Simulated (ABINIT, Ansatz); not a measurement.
# SiSnSe3 (Pm-3m): zone-centre phonons

Which modes does SiSnSe3 (Pm-3m) have at the zone centre?

Main program and level: ABINIT 10.8.3; DFT LDA, scalar-relativistic, plane waves, HGH norm-conserving pseudopotentials.

Most raw output is cut from this account.

The structure was built from a prototype and need not be the compound's stable phase.

## 1. The starting structure

Symmetry: Pm-3m, No. 221, cubic system. Conventional cell: a = 4.791 Å, b = 4.791 Å, c = 4.791 Å, α = 90.00°, β = 90.00°, γ = 90.00°. Nearest to Sn lie 12 Se at 3.39 Å. Si has 6 Se at 2.40 Å nearest. Nearest to Se lie 2 Si at 2.40 Å and 4 Sn at 3.39 Å. Farther neighbours and most contacts between anions are not listed.

## 2. Relaxing the cell and atoms

The harmonic expansion needs vanishing forces, and a free crystal bears no stress, so cell and atoms are brought to rest. Stress is more sensitive to the basis than forces are: the last 3 Ha under the cutoff are smoothed with ecutsm, and the cutoff is raised above that of the later runs.

The starting cell comes from a relaxation made beforehand in Ansatz (LDA, PseudoDojo NC).

File relax.abi:

```
# relaxation
ionmov 2
optcell 2
dilatmx 1.08
ntime 40
tolmxf 1.0d-05
tolvrs 1.0d-14
prtwf 0
prtden 0
chksymtnons 0

# basis, mesh and filling
ecut 26.0
ecutsm 3.0
ixc 7
ngkpt 6 6 6
nshiftk 1
shiftk 0.0 0.0 0.0
istwfk *1
occopt 7
tsmear 0.01
nband 20
nstep 100
diemac 1000000.0
prtebands 0
prtgsr 0

# cell and atoms
acell 3*1.0 Angstrom
rprim 
    4.790574893 0.0 0.0
    0.0 4.790574893 0.0
    0.0 0.0 4.790574893
ntypat 3
znucl 50 14 34
natom 5
typat 1 2 3 3 3
xred 
    0.0 0.0 0.0
    0.5 0.5 0.5
    0.5 0.5 0.0
    0.5 0.0 0.5
    0.0 0.5 0.5
pp_dirpath "./pseudo"
pseudos "Sn.hgh, Si.hgh, Se.hgh"
```

Command:

```console
> OMP_NUM_THREADS=1 mpirun -n 4 abinit relax.abi > relax.log
```

Elapsed: 48 s, on 4 MPI ranks of Arm Neoverse V2, shared host; 3.2 min of CPU time.

Little changed from the start: no atom moved by 0.005 Å and no cell edge by 0.1 %.

This step gave:

- volume per atom: 21.97 Å³
- pressure: 4.70e-5 GPa
- gap on the k-mesh: 0 eV

## 3. Self-consistent run for the response

First-order wavefunctions inherit every error of the ground state, hence the very tight tolvrs. Occupations are smeared.

File gs.abi:

```
# ground state
tolvrs 1.0d-16
prtden 1
prtwf 1

# basis, mesh and filling
ecut 20.0
ixc 7
ngkpt 6 6 6
nshiftk 1
shiftk 0.0 0.0 0.0
istwfk *1
occopt 7
tsmear 0.01
nband 20
nstep 100
diemac 1000000.0
prtebands 0
prtgsr 0

# cell and atoms
acell 3*1.0 Angstrom
rprim 
    4.789317367 0.0 0.0
    0.0 4.789317367 0.0
    0.0 0.0 4.789317367
ntypat 3
znucl 50 14 34
natom 5
typat 1 2 3 3 3
xred 
    0.0 0.0 0.0
    0.5 0.5 0.5
    0.5 0.5 0.0
    0.5 0.0 0.5
    0.0 0.5 0.5
pp_dirpath "./pseudo"
pseudos "Sn.hgh, Si.hgh, Se.hgh"
```

Command:

```console
> OMP_NUM_THREADS=1 mpirun -n 4 abinit gs.abi > gs.log
```

The job ended after 13 s (4 MPI ranks; 52 s of CPU time).

Numbers from this step:

```
pressure : -1.130 GPa
```

The cell stands at -1.1 GPa: the relaxation ran with a smoothed and higher cutoff, and the difference is a stress of the finite basis.

## 4. Linear response at Γ

At q = 0 one unit cell holds all displacements. The response is solved for single atoms along the cell's directions, and symmetry skips those that follow from others. The crystal is treated as a metal, which screens a static field, so no field response is asked.

File dfpt_gamma.abi:

```

# common to the responses
getwfk_filepath "gso_WFK"
kptopt 2
nqpt 1
qpt 0.0 0.0 0.0
asr 0
chneut 0

# displacements
rfphon 1
rfatpol 1 5
rfdir 1 1 1
tolvrs 1.0d-10
prtwf 0

# basis, mesh and filling
ecut 20.0
ixc 7
ngkpt 6 6 6
nshiftk 1
shiftk 0.0 0.0 0.0
istwfk *1
occopt 7
tsmear 0.01
nband 20
nstep 100
diemac 1000000.0
prtebands 0
prtgsr 0

# cell and atoms
acell 3*1.0 Angstrom
rprim 
    4.789317367 0.0 0.0
    0.0 4.789317367 0.0
    0.0 0.0 4.789317367
ntypat 3
znucl 50 14 34
natom 5
typat 1 2 3 3 3
xred 
    0.0 0.0 0.0
    0.5 0.5 0.5
    0.5 0.5 0.0
    0.5 0.0 0.5
    0.0 0.5 0.5
pp_dirpath "./pseudo"
pseudos "Sn.hgh, Si.hgh, Se.hgh"
```

Command:

```console
> OMP_NUM_THREADS=1 mpirun -n 4 abinit dfpt_gamma.abi > dfpt_gamma.log
```

Elapsed: 1.8 min, on 4 MPI ranks.

Numbers from this step:

| Item | Value |
| --- | --- |
| largest acoustic frequency at the zone centre before the sum rule | 3.2 cm⁻¹ |
| highest optical zone-centre mode (no LO-TO term) | 238.9 cm⁻¹ |
| lowest optical zone-centre mode | -115.6 cm⁻¹ |

The acoustic modes at Γ come out as far as 3.2 cm⁻¹ from zero, where they should vanish, a small numerical error. The lowest optical mode is imaginary, 116i cm⁻¹, an instability at this level and on this k mesh.

## 5. Zone-centre analysis

anaddb reads the merged derivatives and imposes the acoustic sum rule.

File anaddb.abi:

```
ddb_filepath "gamma_DDB"
output_file "anaddb.abo"
outdata_prefix "anaddb"
asr 1
chneut 1
enunit 2
eivec 1
nph1l 1
qph1l 0.0 0.0 0.0 1.0
```

File mrgddb.in:

```
gamma_DDB
merged
2
dfpt_gammao_DDB
gso_DDB
```

Command:

```console
> mrgddb < mrgddb.in > mrgddb.log
> OMP_NUM_THREADS=1 anaddb anaddb.abi > anaddb.log
```

It took 0.57 s on 1 thread.

Numbers from this step:

| Quantity | Value |
| --- | --- |
| lowest optical zone-centre mode | -115.7 cm⁻¹ |

No LO-TO term; unit eigenvectors of the mass-weighted matrix, from anaddb's displacements. The modes at Γ (shares of kinetic energy by element, %) (negative means imaginary):

| mode | frequency (cm⁻¹) | symmetry | Sn % | Si % | Se % |
| --- | --- | --- | --- | --- | --- |
| 1 | -115.7 | T1u | 31 | 14 | 55 |
| 2 | -115.7 | T1u | 31 | 14 | 55 |
| 3 | -115.7 | T1u | 31 | 14 | 55 |
| 4 | -69.4 | T2u | 0 | 0 | 100 |
| 5 | -69.4 | T2u | 0 | 0 | 100 |
| 6 | -69.4 | T2u | 0 | 0 | 100 |
| 7 | -52.2 | T1u | 38 | 35 | 26 |
| 8 | -52.2 | T1u | 38 | 35 | 26 |
| 9 | -52.2 | T1u | 38 | 35 | 26 |
| 10 | 0.0 | acoustic | 31 | 7 | 62 |
| 11 | 0.0 | acoustic | 31 | 7 | 62 |
| 12 | 0.0 | acoustic | 31 | 7 | 62 |
| 13 | 238.9 | T1u | 0 | 43 | 57 |
| 14 | 238.9 | T1u | 0 | 43 | 57 |
| 15 | 238.9 | T1u | 0 | 43 | 57 |

Displacements in mode 1 (-115.7 cm⁻¹), the largest set to 1:
```
Sn1  0.00  0.00  0.72
Si2  0.00  0.00  1.00
Se3  0.00  0.00  0.21
Se4  0.00  0.00 -0.82
Se5  0.00  0.00 -0.82
```

Displacements in mode 4 (-69.4 cm⁻¹), the largest set to 1:
```
Sn1  0.00  0.00  0.00
Si2  0.00  0.00  0.00
Se3  0.00  0.00  0.00
Se4  0.00  0.00  1.00
Se5  0.00  0.00 -1.00
```

The rule moves no optical mode by more than 0.2 cm⁻¹.

## 6. The same in Ansatz

The same cell goes through another code, with its own cutoff. The potentials differ.

This step: DFT LDA, scalar-relativistic, plane waves, PseudoDojo norm-conserving pseudopotentials (Ansatz 0.2.0).

File input.yaml:

```yaml
crystal:
  lattice:
    - [4.7893173666, 0.0, 0.0]
    - [0.0, 4.7893173666, 0.0]
    - [0.0, 0.0, 4.7893173666]
  atoms:
    - { symbol: Sn, position: [0.0, 0.0, 0.0] }
    - { symbol: Si, position: [0.5, 0.5, 0.5] }
    - { symbol: Se, position: [0.5, 0.5, 0.0] }
    - { symbol: Se, position: [0.5, 0.0, 0.5] }
    - { symbol: Se, position: [0.0, 0.5, 0.5] }
kpoints:
  mp_grid: { grid: [6, 6, 6] }
hamiltonian:
  xc: lda
  pseudopotentials: { kind: nc, accuracy: standard }
scf:
  occupations: { method: gaussian, width: 0.27211 }
output:
  eigenvalues: true
phonons:
  method: dfpt
```

Command:

```console
> ansatz run input.yaml --threads 4 --pin off --max-ram 8192MiB --backend cpu --events-out ev --progress --plain --runs-dir out
```

It took 2.3 min on 4 threads; peak memory 3.2 GiB; 8.9 min of CPU time.

Numbers from this step:

```
sum-rule residual before enforcement             : 1.79e-4 eV/Å²
highest optical zone-centre mode (no LO-TO term) : 248.3 cm⁻¹
lowest optical zone-centre mode                  : -114.8 cm⁻¹
```

## 7. The two compared: ABINIT HGH and Ansatz, PseudoDojo

Numbers from this step:

```yaml
root_mean_square_difference: 5.04 cm⁻¹
largest_difference: 9.4 cm⁻¹
```

Optical modes, paired by symmetry label. Frequencies side by side, by row:

| q (reciprocal lattice) | mode | ABINIT HGH (cm⁻¹) | Ansatz, PseudoDojo (cm⁻¹) |
| --- | --- | --- | --- |
| 0 0 0 | 1 | -115.7 | -114.8 |
| 0 0 0 | 2 | -115.7 | -114.8 |
| 0 0 0 | 3 | -115.7 | -114.8 |
| 0 0 0 | 4 | -69.4 | -70.7 |
| 0 0 0 | 5 | -69.4 | -70.7 |
| 0 0 0 | 6 | -69.4 | -70.7 |
| 0 0 0 | 7 | -52.2 | -48.9 |
| 0 0 0 | 8 | -52.2 | -48.9 |
| 0 0 0 | 9 | -52.2 | -48.9 |
| 0 0 0 | 13 | 238.9 | 248.3 |
| 0 0 0 | 14 | 238.9 | 248.3 |
| 0 0 0 | 15 | 238.9 | 248.3 |

At the zone centre the largest difference (acoustic modes at Γ apart) is 4 % of the highest mode.

## 8. What came out

| Property | Result |
| --- | --- |
| space group after relaxation | Pm-3m |
| volume per atom | 22.0 Å³ |
| highest optical zone-centre mode (no LO-TO term) | 238.9 cm⁻¹ |
| lowest optical zone-centre mode | -115.7 cm⁻¹ |
| imaginary optical modes at the zone centre (no q mesh in this session) | yes |
| largest difference from Ansatz, PseudoDojo | 9.4 cm⁻¹ |

At the LDA level the optical modes of SiSnSe3 (Pm-3m) at the zone centre run from 116i to 239 cm⁻¹, so the structure is a saddle point, with 9 modes beyond 10i cm⁻¹ there. The base run prints -1.1 GPa, mostly the error of a finite basis; the relaxation, with a smoothed and higher cutoff, had brought the cell to rest. ABINIT HGH and Ansatz, PseudoDojo differ by 5.0 cm⁻¹ in the root mean square and by 9.4 cm⁻¹ at most, 3.9 % of the highest mode compared (acoustic modes at Γ left out); the two use different potentials, and the cell was not relaxed for the second set. These are harmonic frequencies at zero temperature: anharmonic shifts and linewidths and thermal expansion are left out. The HGH files keep few electrons and have no core correction, which is cheap but rough for Sn. In a metal the frequencies hang on the k mesh and the smearing, most of all near Kohn anomalies. The structure is a hypothetical one, built on a prototype.

[Host names and launcher messages were left out of these logs when they were recorded.]

[Logs are printed without paths, hosts, clocks, repeated set-up lines and the standing remarks that a program may print on its own settings, such as how far it seeks lower states.]

[Hosts, paths, dates, database ids (printed as entryN), source tags and the programs' standing remarks are cut or masked in the printed files.]
